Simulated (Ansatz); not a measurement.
## CdPbS3 (model cell, started as cubic perovskite with Pb in the octahedra): a soft mode frozen in

Aim: this structure of CdPbS3 (model cell, started as cubic perovskite with Pb in the octahedra) is to be tested for unstable modes, and one is followed downhill.

Method: DFT r2SCAN, scalar-relativistic, plane waves, PAW; PAW set soft_1, in Ansatz 0.2.0.

The structure was built from a prototype and need not be the compound's stable phase.

### Step 1. The structure

The structure is cubic, space group Pm-3m (No. 221). Conventional cell: a = 5.113 Å, b = 5.113 Å, c = 5.113 Å, α = 90.00°, β = 90.00°, γ = 90.00°. Nearest to Cd lie 12 S at 3.62 Å. Pb has 6 S at 2.56 Å nearest. Nearest to S lie 2 Pb at 2.56 Å. Farther neighbours and most contacts between anions are not listed.

### Step 2. Phonons on a q mesh

The cell comes from relaxations at this level that are not shown. Stability and thermal properties need the whole zone. Linear response on a 2×2×2 q mesh gives force constants as far as a supercell of that size would.

The input, input.yaml:

```yaml
crystal:
  lattice:
    - [5.1126616353, 0.0, 0.0]
    - [0.0, 5.1126616353, 0.0]
    - [0.0, 0.0, 5.1126616353]
  atoms:
    - { symbol: Cd, position: [0.0, 0.0, 0.0] }
    - { symbol: Pb, position: [0.5, 0.5, 0.5] }
    - { symbol: S, position: [0.5, 0.5, 0.0] }
    - { symbol: S, position: [0.5, 0.0, 0.5] }
    - { symbol: S, position: [0.0, 0.5, 0.5] }
kpoints:
  mp_grid: { grid: [8, 8, 8] }
hamiltonian:
  xc: r2scan
  pseudopotentials: { kind: paw, azcp: { folder: soft_1 } }
scf:
  occupations: { method: methfessel_paxton, width: 0.2 }
output:
  eigenvalues: true
phonons:
  method: dfpt
  qmesh: [2, 2, 2]
  temperatures: { t_max: 1000, t_step: 50 }
  qpath:
    path:
      - [[0.0, 0.0, 0.0], [0.0, 0.5, 0.0], [0.5, 0.5, 0.0], [0.0, 0.0, 0.0], [0.5, 0.5, 0.5], [0.0, 0.5, 0.0]]
      - [[0.5, 0.5, 0.5], [0.5, 0.5, 0.0]]
    npoints: 10
```

Command:

```console
$ ansatz run input.yaml --threads 4 --pin off --max-ram 16384MiB --backend cpu --events-out ev --progress --plain --runs-dir out
```

Numbers of over 12 decimals in the logs are rounded to 6 here.

Log:

```text
Engine: ansatz 0.2.0, aarch64-unknown-linux-gnu
Pseudopotentials: kind: paw
Pseudopotential: Cd, paw, valence charge 20, recommended cutoff 500 eV (meta_gga), soft_1/Cd.paw.azcp
Pseudopotential: Pb, paw, valence charge 14, recommended cutoff 500 eV (meta_gga), soft_1/Pb.paw.azcp
Pseudopotential: S, paw, valence charge 6, recommended cutoff 500 eV (meta_gga), soft_1/S.paw.azcp
Functional definition: r2SCAN
  parameter k0 = 0.174
  parameter k1 = 0.065
  parameter a1 = 4.9479
  exchange = r2scan_x(k0 = k0, k1 = k1, a1 = a1)
  correlation = r2scan_c
Crystal: 5 atoms, lattice volume = 133.641 Å³
Basis set: ecut = 500 eV, 3407 PW (Γ), exchange–correlation on 200×200×200 points (125 copies of the dense FFT grid, shifted against one another)
Bands: 32, of which v1, the nominal top of the filled ones, is band 26 counted from 1 (25 counted from 0)
Symmetry: 48 space group operations
k-points: 170 of 512 (irreducible under 2 space group operations, time reversal used)
Non-local potential: Cd, projectors of the file, l = 0: 3, l = 1: 2, l = 2: 2, l = 3: 1
Non-local potential: Pb, projectors of the file, l = 0: 2, l = 1: 2, l = 2: 2, l = 3: 1
Non-local potential: S, projectors of the file, l = 0: 2, l = 1: 2, l = 2: 1
PAW form: soft (Blöchl's): semilocal exchange-correlation on the pseudo side does not see the compensation charge
PAW frozen core: Cd, regenerated for the run's functional (the file was generated under x = pbe(κ = 0.804, μ = 0.219515), c = pbe(β = 0.066725))
PAW frozen core: Pb, regenerated for the run's functional (the file was generated under x = pbe(κ = 0.804, μ = 0.219515), c = pbe(β = 0.066725))
PAW frozen core: S, regenerated for the run's functional (the file was generated under x = pbe(κ = 0.804, μ = 0.219515), c = pbe(β = 0.066725))
PAW one-centre angular grid: Cd, 590 points (default); XC on 160 Gauss nodes
PAW one-centre angular grid: Pb, 590 points (default); XC on 160 Gauss nodes
PAW one-centre angular grid: S, 302 points (default); XC on 160 Gauss nodes
Initial density: superposition of atomic densities (chi_scale 0.1, normalization cell, long waves kept (reshape's long-wave potential 0.05 eV rms))
Initial wavefunctions: pseudopotential atomic-orbital guess
Functional: x = r2scan, c = r2scan; τ floored in thin density (d = 2e-4 eV/Å³)
SCF iter   1: F=—  HF=-22907.274343 eV  |F-HF|=—  |Δ(HF+E_count)|=         —  Δρ=4.40e-2  dr2=3.33e0  dr2_τ=1.67e-2  ethr=3.10e-3  ⟨swp⟩=7.8  Hψ=25770  notcnv=0
preconditioner: auto → Kerker (q_TF=auto, 2.331 Å⁻¹)  [metal: Δε(μ)=0.055 eV  Ē_g=12.434 eV  σ=0.200 eV  W_gap=0.23  n_scr=26 (ndim 8)  ℏωp=21.3 eV  f_vac=0.008  D(μ)=4.05/eV (n_scr^D=26)]
SCF iter   2: F=—  HF=-22906.534260 eV  |F-HF|=—  |Δ(HF+E_count)|=   7.40e-1  S|Δr|=    0.00e0  Δρ=2.07e-2  dr2=8.65e-1  dr2_τ=3.09e-2  ethr=3.10e-3  ⟨swp⟩=2.9  Hψ=13404  notcnv=0  defer=143
SCF iter   3: F=—  HF=-22906.434226 eV  |F-HF|=—  |Δ(HF+E_count)|=   1.00e-1  S|Δr|=    0.00e0  Δρ=7.29e-3  dr2=1.20e-1  dr2_τ=1.23e-3  ethr=1.66e-3  ⟨swp⟩=2.6  Hψ=8755  notcnv=0  defer=133
SCF iter   4: F=—  HF=-22906.428859 eV  |F-HF|=—  |Δ(HF+E_count)|=   5.37e-3  S|Δr|=    0.00e0  Δρ=1.93e-3  dr2=7.17e-3  dr2_τ=2.69e-4  ethr=2.32e-4  ⟨swp⟩=2.1  Hψ=9496  notcnv=0  defer=129
SCF iter   5: F=—  HF=-22906.429358 eV  |F-HF|=—  |Δ(HF+E_count)|=   4.99e-4  S|Δr|=    0.00e0  Δρ=6.70e-4  dr2=1.21e-3  dr2_τ=7.88e-5  ethr=1.38e-5  ⟨swp⟩=2.1  Hψ=8559  notcnv=0  defer=129
SCF iter   6: F=—  HF=-22906.429446 eV  |F-HF|=—  |Δ(HF+E_count)|=   8.78e-5  S|Δr|=    0.00e0  Δρ=2.30e-4  dr2=1.22e-4  dr2_τ=3.61e-6  ethr=2.32e-6  ⟨swp⟩=2.3  Hψ=8478  notcnv=0  defer=129
SCF iter   7: F=—  HF=-22906.429479 eV  |F-HF|=—  |Δ(HF+E_count)|=   3.28e-5  S|Δr|=    0.00e0  Δρ=5.89e-5  dr2=4.89e-6  dr2_τ=3.67e-7  ethr=2.34e-7  ⟨swp⟩=2.0  Hψ=8039  notcnv=0  defer=129
SCF iter   8: F=—  HF=-22906.429496 eV  |F-HF|=—  |Δ(HF+E_count)|=   1.68e-5  S|Δr|=    0.00e0  Δρ=1.79e-5  dr2=7.53e-7  dr2_τ=4.12e-8  ethr=9.40e-9  ⟨swp⟩=2.3  Hψ=9838  notcnv=0  defer=129
SCF iter   9: F=—  HF=-22906.429496 eV  |F-HF|=—  |Δ(HF+E_count)|=   8.75e-8  S|Δr|=    0.00e0  Δρ=6.07e-6  dr2=6.65e-8  dr2_τ=1.15e-9  ethr=1.45e-9  ⟨swp⟩=2.0  Hψ=8991  notcnv=0  defer=129
SCF iter  10: F=—  HF=-22906.429496 eV  |F-HF|=—  |Δ(HF+E_count)|=   1.65e-8  S|Δr|=    0.00e0  Δρ=1.97e-6  dr2=6.21e-9  dr2_τ=2.60e-10  ethr=1.28e-10  ⟨swp⟩=2.0  Hψ=8987  notcnv=0  defer=129
SCF iter  11: F=—  HF=-22906.429496 eV  |F-HF|=—  |Δ(HF+E_count)|=  7.89e-10  S|Δr|=    0.00e0  Δρ=5.61e-7  dr2=4.15e-10  dr2_τ=1.49e-11  ethr=1.19e-11  ⟨swp⟩=2.7  Hψ=10434  notcnv=0  defer=129
SCF iter  12: F=—  HF=-22906.429496 eV  |F-HF|=—  |Δ(HF+E_count)|=  5.09e-11  S|Δr|=    0.00e0  Δρ=2.06e-7  dr2=7.35e-11  dr2_τ=3.99e-12  ethr=1.00e-12  ⟨swp⟩=2.2  Hψ=9347  notcnv=0  defer=129
SCF iter  13: F=-22906.429496 eV  HF=-22906.429496 eV  |F-HF|=3.64e-12  |Δ(HF+E_count)|=  1.09e-11  S|Δr|=    0.00e0  Δρ=6.01e-8  dr2=5.94e-12  dr2_τ=3.06e-13  ethr=1.00e-12  ⟨swp⟩=13.6  Hψ=35399  notcnv=0
SCF 1 converged in 13 iterations: F = -22906.429496 eV  dr2 = 5.94e-12
  greatest PAW one-centre occupation: 1.002 electrons in one spin orbital (limit 2), on the Cd atom at site 0 (counted from 0), in its partial waves of l = 0
Basis set: ecut = 500 eV, 3407 PW (Γ), exchange–correlation on 160×160×160 points (64 copies of the dense FFT grid, shifted against one another)
k-points: 35 of 512
Initial density: read from a saved state, or passed on in memory by an earlier SCF of this step, an earlier step, the calling program or the single point that the run made first
iter 1 solved again at ethr=2.31e-7 eV; its pass at ethr=3.10e-3 eV (dr2=1.20e-4 eV) is discarded
SCF iter   1: F=—  HF=-22906.429489 eV  |F-HF|=—  |Δ(HF+E_count)|=         —  Δρ=5.25e-7  dr2=2.87e-10  dr2_τ=5.15e-11  ethr=2.31e-7  ⟨swp⟩=4.0  Hψ=9044  notcnv=0
eigensolver tolerance schedule: the retry pair's looser diagonalisation over-reported the residual by 418275.59 of it (diagonalisation noise at an unbounded share of the residual, at the tolerance the schedule requests for it); recorded, not acted on — ethr = c·dr2/N_el stays at c = 1.0e-1
preconditioner: auto → Kerker (q_TF=auto, 2.331 Å⁻¹)  [metal: Δε(μ)=0.087 eV  Ē_g=12.526 eV  σ=0.200 eV  W_gap=0.35  n_scr=26 (ndim 8)  ℏωp=21.3 eV  f_vac=0.008  D(μ)=3.39/eV (n_scr^D=26)]
SCF iter   2: F=—  HF=-22906.429491 eV  |F-HF|=—  |Δ(HF+E_count)|=   2.02e-6  S|Δr|=    0.00e0  Δρ=2.40e-7  dr2=5.62e-11  dr2_τ=3.10e-11  ethr=1.00e-12  ⟨swp⟩=5.1  Hψ=3960  notcnv=0
SCF iter   3: F=—  HF=-22906.429491 eV  |F-HF|=—  |Δ(HF+E_count)|=    0.00e0  S|Δr|=    0.00e0  Δρ=1.65e-7  dr2=2.58e-11  dr2_τ=5.67e-12  ethr=1.00e-12  ⟨swp⟩=1.0  Hψ=1120  notcnv=0
SCF iter   4: F=-22906.429491 eV  HF=-22906.429491 eV  |F-HF|=0.00e0  |Δ(HF+E_count)|=  3.64e-12  S|Δr|=    0.00e0  Δρ=5.27e-8  dr2=3.04e-12  dr2_τ=4.14e-13  ethr=1.00e-12  ⟨swp⟩=5.1  Hψ=4068  notcnv=0
SCF 2 converged in 4 iterations: F = -22906.429491 eV  dr2 = 3.04e-12
phonons: the bands overlap, so this run is a metal and interpolates without the dipole-dipole term. If the crystal is really an insulator or semiconductor, its LO-TO splitting is missing
DFPT response loops at Γ: preconditioner auto → Kerker (q_TF=auto, 2.331 Å⁻¹) (partly filled bands, converged f_vac=0.008); β = 1.00, the filter's whole step (`scf.mixing.beta` (0.50) is not read by the response loops under this deck's `scf.mixing.preconditioner`; to damp them name `kerker` or `kerker_dos`, under which they read `scf.mixing.beta`, and type it under 1.00, their step now; both keys bind the ground state too); Broyden in place of MSR1
NSCF: frozen V_eff on 35 k-points
WARN: eigensolver did not converge (k=16): 1 band(s) unlocked after 2 eigensolves, warm-restarted (20 sweeps on the last) at ethr=1.97e-12 eV (storage-precision floor; scheduled 1.00e-12 eV) (lowest unlocked band 31, counted from 0; max residual 3.74e-5 eV among the unlocked bands, 3.74e-5 eV over every band; other slots of this pass that fall short are told together in one closing line; warning suppressed until the next SCF loop or pass starts)
NSCF: frozen V_eff on 250 k-points
DFPT response loops at q = (0, 0, -0.5) (fractional): mixed as the last ones told, above
NSCF: frozen V_eff on 250 k-points
DFPT response loops at q = (0, -0.5, -0.5) (fractional): mixed as the last ones told, above
NSCF: frozen V_eff on 250 k-points
DFPT response loops at q = (-0.5, -0.5, -0.5) (fractional): mixed as the last ones told, above
SCF converged after 13 iterations
Stability not checked: this state was not tested for a lower state beside it, because cold or Methfessel-Paxton smearing, or corrected tetrahedra, fill the levels in a way that the test cannot read (fill_not_monotonic; see scf.lower_state_search)
Free energy (F): -22906.429496 eV
Harris-Foulkes:  -22906.429496 eV  (|F-HF|=3.64e-12)
Internal energy: -22906.435358 eV  (E = F + TS)
E sigma→0 (E₀):  -22906.430961 eV
Entropy (-TS):   0.005862 eV (1.172 meV/atom)
Fermi energy:    5.711209 eV
--- Per-component energies (eV) ---
  E_band       = -683.036858
  E_kinetic    = 1046.319480
  E_local      = -5660.618806  (includes V_loc(G=0)·N_el)
  E_nonlocal   = 536.563239
  E_hartree    = 2442.203779
  E_xc         = -585.414136
  E_vxc        = -623.097440  (∫ρ·V_xc dr)
  E_paw        = -16404.344188  (= ΣΔE_a)
  E_vpaw       = -904.499707  (= ΣTr[D̂ρ^β])
  E_aug_tail   = 0.000009  (compensation charges beyond the density's cutoff)
  E_vtau       = 37.888750  (kinetic-family band-sum trace: ∫τ·v_τ [+ j·A + Jᵃ·Aᵃ] dr)
  E_ewald      = -4281.215972
  E_core_change = 0.071237  (= ΣΔE_core)
  E_smearing   = 0.005862  (= −TS)
  E_closure    = 0.000000  (closes the sum)
  Σ components = -22906.429496   (vs F -22906.429496, Δ=0.00e0)
--- Band table (eV; the first three rows and the last of 170) ---
  k-point 0: bands = [... 22 lower, 4.8863, 4.8863, 4.9282, 4.9282, 4.9282, 4.9473, 12.6068, 12.6068, ... 2 higher]
  k-point 1: bands = [... 22 lower, 4.8268, 4.8268, 4.8865, 4.9296, 4.9296, 5.7354, 11.7528, 12.1958, ... 2 higher]
  k-point 2: bands = [... 22 lower, 4.6436, 4.6436, 4.7898, 4.9706, 4.9706, 6.5877, 10.7716, 11.7754, ... 2 higher]
  k-point 169: bands = [... 22 lower, 5.3421, 5.3421, 5.9945, 5.9945, 5.9945, 9.5207, 9.5207, 9.5207, ... 2 higher]
--- Phonons (Γ-DFPT): 4 representative perturbations + reference, on 170 of 512 k-points (Σ response iterations 32) ---
  k mesh reduced under 2 symmetry operations, with k and −k counted as one. Each operation leaves every solved perturbation unchanged. A smaller set is not considered because the functional reads the kinetic-energy density
  ASR residual: 7.081e-4 → 0.000e0 eV/Å²; symmetrization residual: 2.630e-5 eV/Å²
  ASR residual per site (eV/Å²): 1.86e-5 5.76e-5 7.08e-4 7.08e-4 7.08e-4
  Γ frequencies (cm⁻¹): -192.13 -192.13 -192.13 -131.72 -131.72 -131.72 -8.89 -8.89 -8.89 0.00 0.00 0.00 343.61 343.61 343.61
--- Phonons (arbitrary-q DFPT): 4 irreducible q on the 2×2×2 mesh ---
  q = [0.0000, 0.0000, 0.0000] (star 1, of the zone-centre solve; hermiticity 4.21e-6, symmetrization 1.83e-7): -192.13 -192.13 -192.13 -131.72 -131.72 -131.72 -8.89 -8.89 -8.89 0.00 0.00 0.00 343.61 343.61 343.61
  q = [0.0000, 0.0000, -0.5000] (star 3, 9 solved perturbations in 975 linear systems a pass and spin channel, the states on 125 of 512 k-point pairs; hermiticity 4.92e-6, symmetrization 2.19e-12): -201.78 -157.48 -141.33 -141.33 -134.66 -134.66 -60.24 -46.82 -46.82 27.55 27.55 125.42 303.66 345.57 345.57
  q = [0.0000, -0.5000, -0.5000] (star 3, 9 solved perturbations in 975 linear systems a pass and spin channel, the states on 125 of 512 k-point pairs; hermiticity 5.62e-6, symmetrization 2.42e-12): -192.15 -168.09 -168.09 -127.11 -127.11 -80.58 -68.63 -40.96 -40.96 40.53 125.10 125.10 286.51 328.39 346.03
  q = [-0.5000, -0.5000, -0.5000] (star 1, 4 solved perturbations in 350 linear systems a pass and spin channel, the states on 125 of 512 k-point pairs; hermiticity 2.95e-6, symmetrization 7.35e-12): -194.96 -194.96 -194.96 -113.94 -113.94 -113.94 79.16 79.16 79.16 126.57 126.57 126.57 287.07 287.07 360.59
  sum rule: each row above includes the acoustic sum rule's correction from the zone centre's row sums; it moved no ω² by more than (2.45 cm⁻¹)²
  mesh force constants: q→R imaginary residual 4.49e-18; ASR residual 7.081e-4 → 0.000e0 eV/Å²; symmetrization residual 1.954e-14 eV/Å²
  interpolated dispersion: 62 rows × 15 modes
  density of states and harmonic sums: on the 12×12×12 q-mesh, interpolated from the force constants of a 2×2×2 supercell (no non-analytic term)
  largest difference from the sums on the solved wave vectors: F 1.38e-1 eV, S 1.89e-4 and C_V 5.22e-5 eV/K
  zero-point energy: 0.077723 eV/cell   skipped modes (ω ≤ 0): 700, of them read as no rigid motion or as one in doubt: 697 (8.405e0 modes/cell left out, lowest -201.78 cm⁻¹)   left out of the sums: 5.60e-1 of the cell's modes: C_V's classical limit lies that fraction below 3 k_B per atom; for a crystal, a wire or a layer, F and S can be off by more, and a phonons.interpolated_qmesh denser along its periods is the remedy for the sampling
```

Run time: 34 min. Hardware: 4 threads of Arm Neoverse V1, shared host; peak memory 4.1 GiB.

Reading the cycles: dr2 is the Hartree energy of the density residual (eV), the measure of convergence; HF is the Harris–Foulkes estimate of the energy, which meets the free energy F at convergence.

This step gave:

* volume per atom: 26.73 Å³
* gap on the k-mesh: 0 eV
* sum-rule residual before enforcement: 7.08e-4 eV/Å²
* lowest frequency on the path: -201.8 cm⁻¹
* point group: m-3m
* highest frequency on the path or at a solved wavevector: 360.6 cm⁻¹
* highest optical mode at the zone centre (no LO-TO term): 343.6 cm⁻¹
* lowest optical zone-centre mode: -192.1 cm⁻¹
* lowest mode on the q mesh (acoustic modes at Γ apart): -201.8 cm⁻¹

Frequencies (cm⁻¹) solved at each irreducible wavevector; negative means imaginary. Frequencies by wavevector, by row:

```
q in reciprocal lattice units  star  mode 1  mode 2  mode 3  mode 4  mode 13  mode 14  mode 15
                        0 0 0     1  -192.1  -192.1  -192.1  -131.7    343.6    343.6    343.6
                     0 0 -0.5     3  -201.8  -157.5  -141.3  -141.3    303.7    345.6    345.6
                  0 -0.5 -0.5     3  -192.2  -168.1  -168.1  -127.1    286.5    328.4      346
               -0.5 -0.5 -0.5     1    -195    -195    -195  -113.9    287.1    287.1    360.6
```

Interpolated from a 2×2×2 q mesh. Phonon branches along the path, in cm⁻¹:

```
    point  branch 1  branch 2  branch 3  branch 4  branch 12  branch 13  branch 14  branch 15
        Γ      -192      -192      -192      -132          0        344        344        344
  halfway      -197      -173      -173      -143         84        325        345        345
        X      -202      -158      -141      -141        125        304        346        346
  halfway      -194      -170      -153      -135        125        299        335        346
        M      -192      -168      -168      -127        125        286        328        346
  halfway      -191      -172      -159      -155         88        318        336        345
        Γ      -192      -192      -192      -132          0        344        344        344
  halfway      -188      -171      -171      -139         91        318        318        349
        R      -195      -195      -195      -114        127        287        287        361
  halfway      -192      -180      -170      -129        126        297        318        351
        X      -202      -158      -141      -141        125        304        346        346
jump to R      -195      -195      -195      -114        127        287        287        361
  halfway      -194      -184      -184      -119        126        287        308        355
        M      -192      -168      -168      -127        125        286        328        346
```

Symmetry leaves 4 wavevectors to solve. The lowest mode among them, the acoustic zeros apart, lies at q = (0, 0, -0.5) and is imaginary, 201.8i cm⁻¹, so the energy falls along it.

### Step 3. The mode frozen in, largest atomic shift 0 Å

The mode followed lies at q = (-0.5, -0.5, -0.5) with frequency 195.0i cm⁻¹ and is 3-fold degenerate, one of the unstable modes though not the softest. At small amplitude the distorted cell has space group no. 140 by a symmetry search on the positions. The undistorted cell that holds it gives the zero of energy on the same k mesh.

System of this step: CdPbS3 (model cell, started as cubic perovskite with Pb in the octahedra). Symmetry: Pm-3m, No. 221, cubic system. Conventional cell: a = 5.113 Å, b = 5.113 Å, c = 5.113 Å, α = 90.00°, β = 90.00°, γ = 90.00°. Cd has 12 S at 3.62 Å nearest. Nearest to Pb lie 6 S at 2.56 Å. Nearest to S lie 2 Pb at 2.56 Å. Farther neighbours and most contacts between anions are not listed.

input.yaml, the sections that differ from step 2:

```yaml
crystal:
  lattice:
    - [5.1126616353, 5.1126616353, 0.0]
    - [5.1126616353, 0.0, 5.1126616353]
    - [5.1126616353, 0.0, -5.1126616353]
  atoms:
    - { symbol: Cd, position: [0.0, 0.0, 0.0] }
    - { symbol: Cd, position: [0.0, 0.5, 0.5] }
    - { symbol: Pb, position: [0.5, 0.25, 0.75] }
    - { symbol: Pb, position: [0.5, 0.75, 0.25] }
    - { symbol: S, position: [0.5, 0.5, 0.5] }
    - { symbol: S, position: [0.5, 0.0, 0.0] }
    - { symbol: S, position: [0.0, 0.0, 0.5] }
    - { symbol: S, position: [0.0, 0.5, 0.0] }
    - { symbol: S, position: [0.5, 0.0, 0.5] }
    - { symbol: S, position: [0.5, 0.5, 0.0] }
output:
  forces: true
  stress: true
  eigenvalues: true
# kpoints, hamiltonian, scf: as in step 2
# phonons: removed
```

Log:

```text
[...]
Crystal: 10 atoms, lattice volume = 267.283 Å³
Basis set: ecut = 500 eV, 6855 PW (Γ), exchange–correlation on 216×216×216 points (64 copies of the dense FFT grid, shifted against one another)
Bands: 63, of which v1, the nominal top of the filled ones, is band 52 counted from 1 (51 counted from 0)
Symmetry: 96 space group operations
[...]
k-points: 29 of 512
[...]
k-point 0: bands = [... 48 lower, 4.9190, 4.9521, 5.3396, 5.3396, 5.9842, 5.9842, 5.9842, 9.5237, ... 7 higher]
  k-point 1: bands = [... 48 lower, 4.9932, 5.0923, 5.0923, 5.5972, 5.9008, 5.9008, 5.9344, 8.9037, ... 7 higher]
  k-point 2: bands = [... 48 lower, 5.0360, 5.0509, 5.4583, 5.7530, 5.7530, 5.7978, 6.2469, 7.9168, ... 7 higher]
  k-point 28: bands = [... 48 lower, 4.8358, 4.8358, 5.4630, 5.4630, 6.6267, 6.6267, 7.4892, 7.4892, ... 7 higher]
[key lines of the parts left out:]
SCF converged after 10 iterations
Free energy (F): -45812.864234 eV
Fermi energy:    5.683387 eV
P = ⅓ Tr σ = 0.0895 GPa (0.895 kbar)
```

Wall time 22 s (4 threads); peak memory 1.6 GiB.

Numbers from this step:

```
pressure                         : 0.08948 GPa
energy from the undistorted cell : 0 meV/atom
```

The run ends at a pressure of 0.09 GPa.

(Part 1 of 3 ends here.)

[Logs are printed without paths, hosts, clocks, repeated set-up lines and the standing remarks that a program may print on its own settings, such as how far it seeks lower states.]

[Hosts, paths, dates, database ids (printed as entryN), source tags and the programs' standing remarks are cut or masked in the printed files.]
